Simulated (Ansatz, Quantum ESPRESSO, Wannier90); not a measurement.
# Ballistic channels from Wannier functions: zigzag Ga chain, bond 2.55 Å, width 1.2 Å, part 2 of 5

Aim: a Wannier model and the conductance steps that follow from it, for this wire: zigzag Ga chain, bond 2.55 Å, width 1.2 Å.

Quantum ESPRESSO 7.5 and Wannier90 3.1.0; plane-wave DFT, PBE, GBRV ultrasoft pseudopotentials; cross-check by Ansatz 0.2.0 with PAW datasets.

So far. Step 2 (Self-consistent run): The run needed 17 iterations to bring the estimated error under 1e-07 Ry; the largest force on any atom, held or free, is 0.30 eV/Å.

### 4. Neighbour list from wannier90 -pp

Level of this step: maximally localised Wannier functions and ballistic conductance; plane-wave DFT, PBE, GBRV ultrasoft pseudopotentials (Wannier90).

The .win file sets projections and windows: states in the frozen window are kept exactly, the outer window gives room to disentangle.

Input file wan.win:

```
num_wann = 8
num_bands = 33
num_iter = 200
num_print_cycles = 20
conv_tol = 1e-8
conv_window = 5
guiding_centres = true
dis_num_iter = 1500
dis_conv_tol = 1e-8
dis_win_min = -13.1930
dis_win_max = 6.8070
dis_froz_max = -0.6930
search_shells = 120
fermi_energy = -2.1930

transport = true
transport_mode = bulk
one_dim_axis = z
dist_cutoff = 17.9
dist_cutoff_mode = one_dim
tran_win_min = -4.0
tran_win_max = 2.0
tran_energy_step = 0.02

bands_plot = true
bands_num_points = 96
begin kpoint_path
G 0.0 0.0 0.0 Z 0.0 0.0 0.5
end kpoint_path

begin projections
Ga:s;p
end projections

begin unit_cell_cart
ang
  9.0000000000 0.0000000000 0.0000000000
  0.0000000000 8.0000000000 0.0000000000
  0.0000000000 0.0000000000 4.5000000000
end unit_cell_cart

begin atoms_frac
  Ga -0.0666666667 0.0000000000 0.0000000000
  Ga 0.0666666667 0.0000000000 0.5000000000
end atoms_frac

mp_grid = 1 1 8
begin kpoints
  0.0 0.0 0.0000000000
  0.0 0.0 0.1250000000
  0.0 0.0 0.2500000000
  0.0 0.0 0.3750000000
  0.0 0.0 0.5000000000
  0.0 0.0 0.6250000000
  0.0 0.0 0.7500000000
  0.0 0.0 0.8750000000
end kpoints
```

Started as:

```bash
$ OMP_NUM_THREADS=1 wannier90.x -pp wan > wan.pp.log
```

The program printed:

```text
+---------------------------------------------------+
             |                                                   |
             |                   WANNIER90                       |
             |                                                   |
             +---------------------------------------------------+
             |                                                   |
             |        Welcome to the Maximally-Localized         |
             |        Generalized Wannier Functions code         |
             |                             |
             |                                                   |
             |                                                   |
             |  Wannier90 Developer Group:                       |
             |    Giovanni Pizzi    (EPFL)                       |
             |    Valerio Vitale    (Cambridge)                  |
             |    David Vanderbilt  (Rutgers University)         |
             |    Nicola Marzari    (EPFL)                       |
             |    Ivo Souza         (Universidad del Pais Vasco) |
             |    Arash A. Mostofi  (Imperial College London)    |
             |    Jonathan R. Yates (University of Oxford)       |
             |                                                   |
             |  For the full list of Wannier90 3.x authors,      |
             |  please check the code documentation and the      |
             |  README on the GitHub page of the code            |
             |                                                   |
             |                                                   |
             |  Please cite                                      |
             |                                                   |
             |  [ref] "Wannier90 as a community code:            |
             |        new features and applications",            |
             |        G. Pizzi et al., J. Phys. Cond. Matt. 32,  |
             |        165902 (2020).                             |
             |            |
             |                                                   |
             |  in any publications arising from the use of      |
             |  this code. For the method please cite            |
             |                                                   |
             |  [ref] "Maximally Localized Generalised Wannier   |
             |         Functions for Composite Energy Bands"     |
             |         N. Marzari and D. Vanderbilt              |
             |         Phys. Rev. B 56 12847 (1997)              |
             |                                                   |
             |  [ref] "Maximally Localized Wannier Functions     |
             |         for Entangled Energy Bands"               |
             |         I. Souza, N. Marzari and D. Vanderbilt    |
             |         Phys. Rev. B 65 035109 (2001)             |
             |                                                   |
             |                                                   |
             | Copyright (c) 1996-2020                           |
             |        The Wannier90 Developer Group and          |
             |        individual contributors                    |
             |                                                   |
             |      Release: 3.1.0        5th March    2020      |
             |                                                   |
             | This program is free software; you can            |
             | redistribute it and/or modify it under the terms  |
             | of the GNU General Public License as published by |
             | the Free Software Foundation; either version 2 of |
             | the License, or (at your option) any later version|
             |                                                   |
             | This program is distributed in the hope that it   |
             | will be useful, but WITHOUT ANY WARRANTY; without |
             | even the implied warranty of MERCHANTABILITY or   |
             | FITNESS FOR A PARTICULAR PURPOSE. See the GNU     |
             | General Public License for more details.          |
             |                                                   |
             | You should have received a copy of the GNU General|
             | Public License along with this program; if not,   |
             | write to the Free Software Foundation, Inc.,      |
             | 675 Mass Ave, Cambridge, MA 02139, USA.           |
             |                                                   |
             +---------------------------------------------------+
             +---------------------------------------------------+

 ******************************************************************************
 * -> Using CODATA 2006 constant values                                       *
 *    (                      *
 * -> Using Bohr value from CODATA                                            *
 ******************************************************************************

 Running in serial (with parallel executable)

                                    ------
                                    SYSTEM
                                    ------

                              Lattice Vectors (Ang)
                    a_1     9.000000   0.000000   0.000000
                    a_2     0.000000   8.000000   0.000000
                    a_3     0.000000   0.000000   4.500000

                   Unit Cell Volume:     324.00000  (Ang^3)

                        Reciprocal-Space Vectors (Ang^-1)
                    b_1     0.698132   0.000000   0.000000
                    b_2     0.000000   0.785398   0.000000
                    b_3     0.000000   0.000000   1.396263

 *----------------------------------------------------------------------------*
 |   Site       Fractional Coordinate          Cartesian Coordinate (Ang)     |
 +----------------------------------------------------------------------------+
 | Ga   1  -0.06667   0.00000   0.00000   |   -0.60000   0.00000   0.00000    |
 | Ga   2   0.06667   0.00000   0.50000   |    0.60000   0.00000   2.25000    |
 *----------------------------------------------------------------------------*
                                ------------
                                K-POINT GRID
                                ------------

             Grid size =  1 x  1 x  8      Total points =    8

 *---------------------------------- MAIN ------------------------------------*
 |  Number of Wannier Functions               :                 8             |
[...]
*----------------------------------------------------------------------------*
 *------------------------------- DISENTANGLE --------------------------------*
 |  Using band disentanglement                :                 T             |
 |  Total number of iterations                :              1500             |
 |  Mixing ratio                              :             0.500             |
 |  Convergence tolerence                     :         1.000E-08             |
 |  Convergence window                        :                 3             |
 *----------------------------------------------------------------------------*
 *-------------------------------- PLOTTING ----------------------------------*
 |  Plotting interpolated bandstructure       :                 T             |
 |   Number of K-path sections                :                 1             |
 |   Divisions along first K-path section     :                96             |
 |   Output format                            :           gnuplot             |
 |   Output mode                              :               s-k             |
 *----------------------------------------------------------------------------*
 |   K-space path sections:                                                   |
 |    From: G       0.000  0.000  0.000     To: Z       0.000  0.000  0.500   |
 *----------------------------------------------------------------------------*
 *------------------------------- TRANSPORT ----------------------------------*
 |  Transport mode                            :              bulk             |
 |   Hamiltonian from external files          :                 F             |
 |   System extended in                       :                 z             |
 |   Centre of the unit cell to which WF are translated (fract. coords):      |
 |                                       0.000000,    0.000000,    0.000000   |
 |  Fermi energy (eV)                         :            -2.193             |
 *----------------------------------------------------------------------------*
 Time to read parameters        0.005 (sec)

 *---------------------------------- K-MESH ----------------------------------*
 +----------------------------------------------------------------------------+
 |                    Distance to Nearest-Neighbour Shells                    |
 |                    ------------------------------------                    |
 |          Shell             Distance (Ang^-1)          Multiplicity         |
 |          -----             -----------------          ------------         |
 |             1                   0.174533                      2            |
 |             2                   0.349066                      2            |
 |             3                   0.523599                      2            |
 |             4                   0.698132                      4            |
 |             5                   0.719618                      4            |
 |             6                   0.780535                      4            |
 |             7                   0.785398                      2            |
 |             8                   0.804557                      4            |
 |             9                   0.859475                      4            |
 |            10                   0.872665                      6            |
 |            11                   0.943931                      4            |
 |            12                   0.987307                      4            |
 |            13                   1.047198                      2            |
 |            14                   1.050827                      8            |
 |            15                   1.065223                      8            |
 |            16                   1.107287                      8            |
[...]
|           113                   2.623805                     16            |
 |           114                   2.636834                     16            |
 |           115                   2.641162                      8            |
 |           116                   2.654106                      4            |
 |           117                   2.659838                      8            |
 |           118                   2.664129                      4            |
 |           119                   2.669840                      8            |
 |           120                   2.671266                      8            |
 +----------------------------------------------------------------------------+
 | The b-vectors are chosen automatically                                     |
 | SVD found small singular value, Rejecting this shell and trying the next   |
 | The following shells are used:   1,  5,  7                                 |
 +----------------------------------------------------------------------------+
 |                        Shell   # Nearest-Neighbours                        |
 |                        -----   --------------------                        |
 |                          1               2                                 |
 |                          5               4                                 |
 |                          7               2                                 |
 +----------------------------------------------------------------------------+
 | Completeness relation is fully satisfied [Eq. (B1), PRB 56, 12847 (1997)]  |
 +----------------------------------------------------------------------------+
 |                  b_k Vectors (Ang^-1) and Weights (Ang^2)                  |
 |                  ----------------------------------------                  |
 |            No.         b_k(x)      b_k(y)      b_k(z)        w_b           |
 |            ---        --------------------------------     --------        |
 |             1         0.000000    0.000000    0.174533    15.388155        |
 |             2         0.000000    0.000000   -0.174533    15.388155        |
 |             3         0.698132    0.000000    0.174533     0.512938        |
 |             4        -0.698132    0.000000    0.174533     0.512938        |
 |             5         0.698132    0.000000   -0.174533     0.512938        |
 |             6        -0.698132    0.000000   -0.174533     0.512938        |
 |             7         0.000000    0.785398    0.000000     0.810569        |
 |             8         0.000000   -0.785398    0.000000     0.810569        |
 +----------------------------------------------------------------------------+
 |                           b_k Directions (Ang^-1)                          |
 |                           -----------------------                          |
 |            No.           x           y           z                         |
 |            ---        --------------------------------                     |
 |             1         0.000000    0.000000    0.174533                     |
 |             2         0.698132    0.000000    0.174533                     |
 |             3        -0.698132    0.000000    0.174533                     |
 |             4         0.000000    0.785398    0.000000                     |
 +----------------------------------------------------------------------------+

 Time to get kmesh              0.017 (sec)
 *============================================================================*
 |                              MEMORY ESTIMATE                               |
 |         Maximum RAM allocated during each phase of the calculation         |
 *============================================================================*
 |                        Disentanglement            1.45 Mb                  |
 |                            Wannierise:            0.22 Mb                  |
 |                          plot_wannier:            0.22 Mb                  |
 *----------------------------------------------------------------------------*

 Starting a new Wannier90 calculation ...

 Time to write kmesh            0.023 (sec)

 Exiting... wan.nnkp written.
```

Wall time 0.49 s (1 MPI rank of Arm Neoverse N1, shared host); peak memory 0.08 GiB.

### 5. Overlaps and projections

pw2wannier90.x computes the overlaps between neighbouring k-points and the projections.

Input file wan.p2w.in:

```
&inputpp
  prefix = 'nscf'
  outdir = './out'
  seedname = 'wan'
  write_mmn = .true.
  write_amn = .true.
  write_unk = .false.
/
```

Started as:

```bash
$ OMP_NUM_THREADS=1 mpirun -n 2 pw2wannier90.x -in wan.p2w.in > wan.p2w.out
```

The program printed:

```text
[banner, memory and clock lines left out]
Program PW2WANNIER v.7.5 starts

          URL

     Reading nscf_save data

     ./out/nscf.save/

     IMPORTANT: XC functional enforced from input :
     Exchange-correlation= PBE
                           (   1   4   3   4   0   0   0)
     Any further DFT definition will be discarded
     Please, verify this is what you really want

     negative rho (up, down):  1.099E-04 0.000E+00
     Reading collected, re-writing distributed wavefunctions

      Spin CASE ( default = unpolarized )

  Wannier mode is: standalone

  -----------------
  *** Reading nnkp
  -----------------

  Checking info from wannier.nnkp file

  - Real lattice is ok
  - Reciprocal lattice is ok
  - K-points are ok
  - Number of wannier functions is ok (  8)
  - All guiding functions are given

  Projections:
   -0.066670    0.000000    0.000000  0  1  1    1.000000
   -0.066670    0.000000    0.000000  1  1  1    1.000000
   -0.066670    0.000000    0.000000  1  2  1    1.000000
   -0.066670    0.000000    0.000000  1  3  1    1.000000
    0.066670    0.000000    0.250000  0  1  1    1.000000
    0.066670    0.000000    0.250000  1  1  1    1.000000
    0.066670    0.000000    0.250000  1  2  1    1.000000
    0.066670    0.000000    0.250000  1  3  1    1.000000

  Reading data about k-point neighbours

  All neighbours are found

  Opening pp-files

  *** Compute  A projections

  Number of local k points =        8
       1       2       3       4       5       6       7       8
  AMN calculated

  ---------------
  *** Compute  M
  ---------------

  Number of local k points =        8
       1       2       3       4       5       6       7       8
  MMN calculated

  *** Orbital terms are not computed

  *** SHC terms are not computed

  ----------------
  *** Write bands
  ----------------

  *** Plot info is not printed

  *** Parity info is not printed

  ------------
  *** Stop pp
  ------------

     Internal routines:
```

Wall time 8.4 s (2 MPI ranks); peak memory 0.15 GiB; 17 s of CPU time.

[end of part 2 of 5]

[Logs are printed without paths, hosts, clocks, repeated set-up lines and the standing remarks that a program may print on its own settings, such as how far it seeks lower states.]

[Hosts, paths, dates, database ids (printed as entryN), source tags and the programs' standing remarks are cut or masked in the printed files.]

[Maps of the electrostatic potential energy from Ansatz leave out the sawtooth potential of an applied field or a dipole correction, so their vacuum need not be flat; planar profiles and work functions include it.]
